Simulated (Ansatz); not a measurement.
An input for Ansatz 0.2.0 (NbInO4 (P2/c)):

```yaml
crystal:
  lattice:
    - [4.8355, 0.0, 0.0]
    - [0.0, 5.7709, 0.0]
    - [-0.1014445258, 0.0, 5.1429996119]
  atoms:
    - { symbol: Nb, position: [0.0, 0.1779, 0.25] }
    - { symbol: Nb, position: [0.0, 0.8221, 0.75] }
    - { symbol: In, position: [0.5, 0.6825, 0.25] }
    - { symbol: In, position: [0.5, 0.3175, 0.75] }
    - { symbol: O, position: [0.26, 0.618, 0.901] }
    - { symbol: O, position: [0.74, 0.618, 0.599] }
    - { symbol: O, position: [0.74, 0.382, 0.099] }
    - { symbol: O, position: [0.26, 0.382, 0.401] }
    - { symbol: O, position: [0.217, 0.898, 0.438] }
    - { symbol: O, position: [0.783, 0.898, 0.062] }
    - { symbol: O, position: [0.783, 0.102, 0.562] }
    - { symbol: O, position: [0.217, 0.102, 0.938] }
kpoints:
  mp_grid: { grid: [4, 2, 2] }
  band_path:
    path:
      - [0.0, 0.0, 0.0]
      - [0.0, 0.5, 0.0]
      - [0.0, 0.5, 0.5]
      - [0.0, 0.0, 0.5]
      - [-0.5, 0.0, 0.5]
      - [-0.5, 0.5, 0.5]
      - [-0.5, 0.5, 0.0]
      - [-0.5, 0.0, 0.0]
      - [0.3333333333, 0.0, -0.25]
      - [0.1666666667, 0.0, -0.5]
    npoints: 1
hamiltonian:
  xc: hse06
scf:
  occupations: { method: fixed }
  n_extra_bands: 16
magnetization:
  noncollinear: true
  spin_orbit: true
output:
  eigenvalues: true
```

```sh
ansatz run input.yaml --threads 24 --pin off --max-ram 82944MiB --backend cuda --events-out ev --progress --plain --runs-dir out --devices 1 --max-vram 78GiB
```

Question: Estimate wall time and host memory on 1 × NVIDIA GB200 (shared by 2 runs) with 24 threads of Arm Neoverse V2, shared host.

It took 19 s; on shared hardware allow 9.3 s to 37 s. Peak host memory was 2.7 GiB. The sizes that set the cost: 2809 plane waves a state, 12 irreducible k points and 18 SCF cycles.

Exact exchange couples every pair of k points and filled bands, so it costs far more than a semilocal run.

[Paths, hosts, dates, memory and timing lines, banners, echoed tables and standing remarks are left out of the program output.]

[Logs are printed without paths, hosts, clocks, repeated set-up lines and the standing remarks that a program may print on its own settings, such as how far it seeks lower states.]

[Runs of the session that timed out or met a known fault of the program may be left out.]

[Cells called generated may have been cut or substituted from an entry of the Crystallography Open Database or the Materials Project.]

[Hosts, paths, dates, database ids (printed as entryN), source tags and the programs' standing remarks are cut or masked in the printed files.]
